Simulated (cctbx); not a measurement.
**A crystallographic session in cctbx: PPb3C**

Library: cctbx 2025.11. The data are simulated by the first script.

## 1. Simulate the data

run.py:

```python
from cctbx import adptbx, crystal, miller, sgtbx, xray
from cctbx.array_family import flex
from iotbx.shelx import hklf
from scitbx import matrix
import scitbx.random

cs = crystal.symmetry(unit_cell=(4.545, 4.545, 4.545, 90, 90, 90), space_group_symbol='Hall: -P 4 2 3')  # Pm-3m
atoms = [  # label, site, U (iso, or U11 U22 U33 U12 U13 U23 in A^2), occupancy
    ("Pb1", (0.5, 0, 0.5), (0.0034, 0.0026, 0.0034, 0.0000, 0.0000, 0.0000), 1),
    ("P1", (0, 0, 0), (0.0087, 0.0087, 0.0087, 0.0000, -0.0000, 0.0000), 1),
    ("C1", (0.5, 0.5, 0.5), (0.0087, 0.0087, 0.0087, -0.0000, 0.0000, -0.0000), 1),
]
xs = xray.structure(crystal_symmetry=cs)
for label, site, u, occ in atoms:
    u = adptbx.u_cif_as_u_star(cs.unit_cell(), u) if isinstance(u, tuple) else u
    xs.add_scatterer(xray.scatterer(label, site=site, u=u, occupancy=occ))
xs.set_inelastic_form_factors(0.4959, "sasaki")
xs.show_summary()
p1 = xs.expand_to_p1()
ms = miller.build_set(p1, anomalous_flag=True, d_min=0.77)
flex.set_random_seed(170363)
scitbx.random.set_random_seed(170363)
ms = ms.select(flex.random_double(ms.size()) < 0.5)
i = ms.structure_factors_from_scatterers(p1, algorithm="direct").f_calc().as_intensity_array().data()
i = i * 20000 / flex.max(i)
sig = flex.sqrt(i + flex.pow2(0.015 * i) + 2 ** 2)
noise = scitbx.random.variate(scitbx.random.normal_distribution())(i.size())
data = ms.array(data=i + sig * noise, sigmas=sig).set_observation_type_xray_intensity()
with open("data.hkl", "w") as f:
    data.export_as_shelx_hklf(f)
print("reflections written:", data.size(), " <I/sigma> = %.1f" % flex.mean(data.data() / data.sigmas()))
for h, a, b in list(data.sort("data"))[:12]:
    print("%4d%4d%4d %9.1f %7.1f" % (h + (a, b)))
```

```console
$ python run.py
```

```text
Number of scatterers: 3
At special positions: 3
Unit cell: (4.545, 4.545, 4.545, 90, 90, 90)
Space group: P m -3 m (No. 221)
reflections written: 448  <I/sigma> = 30.8
  -1  -1  -1   20363.6   331.7
   1   1  -1   20343.1   331.7
  -1   1  -1   19923.2   331.7
   1   1   1   19033.7   331.7
  -2   0   2   15512.9   260.2
   0  -2   2   15459.6   260.2
   0  -2  -2   15394.6   260.2
  -2   2   0   15321.4   260.2
   2  -2   0   15289.5   260.2
   2   0   2   15242.6   260.2
   0   2  -2   14897.4   260.2
   2   0  -2   14796.9   260.2
```

Run time: 0.21 s on 1 thread of Arm Neoverse V2 (shared host), peak memory 0.07 GiB.

## 2. Symmetry

run.py:

```python
from cctbx import crystal, sgtbx, statistics
from cctbx.array_family import flex
from iotbx.shelx import hklf

p1 = crystal.symmetry(unit_cell=(4.545, 4.545, 4.545, 90, 90, 90), space_group_symbol="P 1")
raw = hklf.reader(file_name="data.hkl").as_miller_arrays(crystal_symmetry=p1, anomalous=True)[0]
print(raw.size(), "reflections to d = %.3f A" % raw.d_min())
isig = raw.data() / raw.sigmas()
print("centring   violations  <I/sigma> of those")
best = "P"
for c in "ABCIRF":
    a = raw.customized_copy(space_group_info=sgtbx.space_group_info("Hall: %s 1" % c)).sys_absent_flags().data()
    m = flex.mean(isig.select(a))
    print("%5s %10d of %5d %8.1f" % (c, (isig.select(a) > 4).count(True), a.count(True), m))
    if (isig.select(a) > 4).count(True) < 0.01 * a.count(True):
        best = c
raw = raw.select(~raw.customized_copy(space_group_info=sgtbx.space_group_info("Hall: %s 1" % best)).sys_absent_flags().data())
isig = raw.data() / raw.sigmas()
rows = []
for s in sgtbx.space_group_symbol_iterator():
    g = sgtbx.space_group(s)
    if g.conventional_centring_type_symbol() != best or not g.is_compatible_unit_cell(p1.unit_cell(), 1e-3, 0.02):
        continue
    rows.append((s, g))
print("Laue class    unique    Rint  (classes that these axes allow; Friedel mates merged)")
rint = {}
for s, g in rows:
    laue = g.build_derived_patterson_group()
    key = laue.type().hall_symbol()
    if key not in rint:
        m = raw.customized_copy(space_group_info=laue.info(), anomalous_flag=False).merge_equivalents()
        rint[key] = m.r_int()
        print("%-14s %6d %7.3f" % (laue.type().lookup_symbol(), m.array().size(), m.r_int()))
floor = min(rint.values())
good = [(s, g) for s, g in rows if rint[g.build_derived_patterson_group().type().hall_symbol()] < 2 * floor + 0.03]
top = max(g.build_derived_patterson_group().order_z() for s, g in good)
print("space group    extra absences  I>4sigma  <I/sigma>")
for s, g in good:
    laue = g.build_derived_patterson_group()
    if laue.order_z() != top:
        continue
    a = raw.customized_copy(space_group_info=g.info()).sys_absent_flags().data()
    a &= ~raw.customized_copy(space_group_info=laue.info()).sys_absent_flags().data()
    bad = (isig.select(a) > 4).count(True)
    if bad <= 0.03 * a.count(True):
        print("%-16s %8d %10d %9s  %s" % (s.universal_hermann_mauguin(), a.count(True), bad, "%.1f" % flex.mean(isig.select(a)) if a.count(True) else "-", "centric" if g.is_centric() else "acentric"))
laue = max(good, key=lambda t: t[1].build_derived_patterson_group().order_z())[1].build_derived_patterson_group()
f = raw.customized_copy(space_group_info=laue.info(), anomalous_flag=False).merge_equivalents().array().eliminate_sys_absent().f_sq_as_f()
f.set_observation_type_xray_amplitude()
bins = max(3, min(8, f.size() // 12))
f.setup_binner(n_bins=bins)
w = statistics.wilson_plot(f, {e: n / laue.order_z() for e, n in {'Pb': 3.0, 'P': 1.0, 'C': 1.0}.items()}, e_statistics=True)
print("Wilson B = %.2f A^2   <|E^2-1|> = %.3f (0.968 centric, 0.736 acentric)   E^2>4: %.1f %%" % (w.wilson_b, w.mean_e_sq_minus_1, w.percent_e_sq_gt_2))
print("shell (A)         n   <I/sigma>")
m = raw.customized_copy(space_group_info=laue.info(), anomalous_flag=False).merge_equivalents().array().eliminate_sys_absent()
for b in m.setup_binner(n_bins=bins).range_used():
    sel = m.binner().selection(b)
    print("%5.2f - %4.2f %6d %8.1f" % (min(m.binner().bin_d_range(b)[0] if m.binner().bin_d_range(b)[0] > 0 else 99, 99), m.binner().bin_d_range(b)[1], sel.count(True), flex.mean((m.data() / m.sigmas()).select(sel))))
```

```console
$ python run.py
```

```text
448 reflections to d = 0.779 A
centring   violations  <I/sigma> of those
    A        232 of   232     24.8
    B        237 of   237     24.8
    C        249 of   249     24.8
    I        218 of   218     31.5
    R        311 of   311     30.6
    F        359 of   359     24.8
Laue class    unique    Rint  (classes that these axes allow; Friedel mates merged)
P -1              333   0.016
P 1 2/m 1         223   0.016
P 1 1 2/m         218   0.015
P 2/m 1 1         220   0.016
P m m m           141   0.016
P 4/m             120   0.016
P 4/m m m          84   0.017
R -3 :R           140   0.017
R -3 m :R          91   0.018
P m -3             51   0.018
P m -3 m           37   0.018
space group    extra absences  I>4sigma  <I/sigma>
P 4 3 2                 0          0         -  acentric
P -4 3 m                0          0         -  acentric
P m -3 m                0          0         -  centric
Wilson B = 1.01 A^2   <|E^2-1|> = 0.766 (0.968 centric, 0.736 acentric)   E^2>4: 0.0 %
shell (A)         n   <I/sigma>
 4.55 - 1.12     14     94.8
 1.12 - 0.89     11    101.3
 0.89 - 0.78     12     97.4
```

Time: 0.36 s.

## 3. Charge flipping

run.py:

```python
import itertools
from cctbx import crystal, maptbx
from cctbx.array_family import flex
from iotbx.shelx import hklf
from smtbx.ab_initio import charge_flipping as cf

cs = crystal.symmetry(unit_cell=(4.545, 4.545, 4.545, 90, 90, 90), space_group_symbol='Hall: -P 4 2 3')  # Pm-3m
raw = hklf.reader(file_name="data.hkl").as_miller_arrays(crystal_symmetry=cs, anomalous=True)[0]
merged = raw.eliminate_sys_absent().merge_equivalents()
fo2 = merged.array().set_observation_type_xray_intensity()
f = fo2.average_bijvoet_mates().f_sq_as_f().resolution_filter(d_min=0.77)
p1 = f.expand_to_p1()
p1.setup_binner_counting_sorted(reflections_per_bin=max(40, p1.size() // 12))
work = p1.array(data=p1.data() / p1.amplitude_quasi_normalisations().data())
flex.set_random_seed(25510)
it = cf.weak_reflection_improved_iterator(delta=None, weak_reflection_fraction=0.1)
it.start(work, phases=flex.random_double(p1.size()) * 6.2832, f_000=0)
it.delta = 1.1 * it.rho_map.sigma()
print("cycle      R  skewness")
for n, st in enumerate(itertools.islice(it, 100)):
    if n % 8 == 0:
        print("%5d %6.3f %8.2f" % (n, st.r1_factor(), st.rho_map.skewness()))
rho = p1.phase_transfer(it.f_calc).fft_map().apply_volume_scaling()
polish = cf.low_density_elimination_iterator(constant_rho_c=rho.sigma())
polish.start(f_obs=p1, phases=it.f_calc, f_000=0)
for _ in range(8):
    next(polish)
print("origin shift          correlation  skewness")
maps = []
for fc, shift, cc in itertools.islice(cf.f_calc_symmetrisations(f, polish.f_calc, 0), 4):
    m = f.phase_transfer(fc).fft_map(symmetry_flags=maptbx.use_space_group_symmetry, resolution_factor=0.25).apply_sigma_scaling()
    maps.append((m.skewness(), cc, m))
    print("%6.3f %6.3f %6.3f %10.3f %9.2f" % (tuple(shift) + (cc, m.skewness())))
skew, cc, m = max((t for t in maps if t[1] > maps[0][1] - 0.04), key=lambda t: t[0])
print("taken: symmetry correlation %.3f, skewness %.2f" % (cc, skew))
peaks = m.peak_search(parameters=maptbx.peak_search_parameters(min_distance_sym_equiv=0.9, max_clusters=8)).all()
sps = cs.special_position_settings(min_distance_sym_equiv=0.5)
print("peak      x       y       z  mult  height/sigma")
for k, (x, h) in enumerate(zip(peaks.sites(), peaks.heights())):
    ss = sps.site_symmetry(x)
    print("Q%-3d %7.4f %7.4f %7.4f %4d %8.1f" % ((k + 1,) + tuple(t % 1 for t in ss.exact_site()) + (ss.multiplicity(), h)))
```

```console
$ python run.py
```

```text
cycle      R  skewness
    0  0.468     0.43
    8  0.355     2.18
   16  0.350     2.17
   24  0.347     2.14
   32  0.361     2.17
   40  0.381     2.16
   48  0.348     2.17
   56  0.349     2.06
   64  0.353     2.08
   72  0.346     1.96
   80  0.341     2.14
   88  0.358     2.13
   96  0.352     1.98
origin shift          correlation  skewness
 0.260  0.417  0.883      0.967      4.24
 0.260  0.417  0.383      0.967      5.37
 0.260  0.917  0.883      0.967      4.12
 0.382  0.107  0.564      0.911      0.41
taken: symmetry correlation 0.967, skewness 5.37
peak      x       y       z  mult  height/sigma
Q1    0.5000  0.5000  0.5000    1     16.8
Q2    0.0000  0.0000  0.5000    3      9.7
Q3    0.2931  0.2931  0.2931    8      2.9
Q4    0.1450  0.1450  0.1450    8      2.3
Q5    0.0000  0.2499  0.2499   12      1.0
Q6    0.1941  0.1941  0.5000   12      0.8
Q7    0.2619  0.5000  0.5000    6      0.6
Q8    0.0000  0.0000  0.2160    6      0.5
```

Time: 1.3 s.

## 4. Charge flipping

run.py, as its changes from the last script of this kind:

```diff
@@ -13,3 +13,2 @@
-p1.setup_binner_counting_sorted(reflections_per_bin=max(40, p1.size() // 12))
-work = p1.array(data=p1.data() / p1.amplitude_quasi_normalisations().data())
-flex.set_random_seed(25510)
+work = p1
+flex.set_random_seed(25511)
@@ -20,2 +19,2 @@
-for n, st in enumerate(itertools.islice(it, 100)):
-    if n % 8 == 0:
+for n, st in enumerate(itertools.islice(it, 200)):
+    if n % 16 == 0:
```

```console
$ python run.py
```

```text
cycle      R  skewness
    0  0.456     0.24
   16  0.347     2.25
   32  0.362     2.08
   48  0.367     2.04
   64  0.347     2.26
   80  0.345     2.02
   96  0.332     2.07
  112  0.344     2.10
  128  0.335     2.22
  144  0.345     2.19
  160  0.358     2.17
  176  0.359     2.18
  192  0.339     2.12
origin shift          correlation  skewness
 0.285  0.208  0.297      0.923      0.25
 0.170  0.660  0.338      0.903      0.13
 0.173  0.161  0.338      0.899      0.66
 0.170  0.160  0.838      0.889      0.04
taken: symmetry correlation 0.899, skewness 0.66
peak      x       y       z  mult  height/sigma
Q1    0.0000  0.0000  0.3233    6      3.9
Q2    0.3332  0.5000  0.5000    6      2.0
Q3    0.2337  0.2337  0.2337    8      1.8
Q4    0.1659  0.1659  0.5000   12      1.6
Q5    0.0000  0.0000  0.0000    1      1.3
Q6    0.1037  0.5000  0.5000    6      0.4
```

Time: 1.3 s.

## 5. Charge flipping

run.py, as its changes from the last script of this kind:

```diff
@@ -13,2 +13,3 @@
-work = p1
-flex.set_random_seed(25511)
+p1.setup_binner_counting_sorted(reflections_per_bin=max(40, p1.size() // 12))
+work = p1.array(data=p1.data() / p1.amplitude_quasi_normalisations().data())
+flex.set_random_seed(25512)
@@ -19,2 +20,2 @@
-for n, st in enumerate(itertools.islice(it, 200)):
-    if n % 16 == 0:
+for n, st in enumerate(itertools.islice(it, 300)):
+    if n % 25 == 0:
```

```console
$ python run.py
```

```text
cycle      R  skewness
    0  0.448     0.35
   25  0.339     2.33
   50  0.358     2.12
   75  0.344     2.18
  100  0.349     2.10
  125  0.347     2.11
  150  0.356     2.15
  175  0.337     2.31
  200  0.356     2.25
  225  0.333     2.18
  250  0.330     2.19
  275  0.351     2.08
origin shift          correlation  skewness
 0.428  0.971  0.861      0.951      4.20
 0.429  0.471  0.361      0.952      4.16
 0.428  0.471  0.861      0.951      4.32
 0.428  0.971  0.361      0.951      5.09
taken: symmetry correlation 0.951, skewness 5.09
peak      x       y       z  mult  height/sigma
Q1    0.5000  0.5000  0.5000    1     17.4
Q2    0.0000  0.0000  0.5000    3      9.5
Q3    0.0000  0.0000  0.0000    1      1.8
Q4    0.0000  0.2715  0.2715   12      1.7
Q5    0.1328  0.1328  0.1328    8      1.4
Q6    0.2577  0.2577  0.2577    8      1.4
Q7    0.2236  0.5000  0.5000    6      1.1
Q8    0.3131  0.3131  0.5000   12      0.7
```

It took 1.3 s on 1 thread of Arm Neoverse V2, on a shared host, peak memory 0.07 GiB.

[Logs are printed without paths, hosts, clocks, repeated set-up lines and the standing remarks that a program may print on its own settings, such as how far it seeks lower states.]
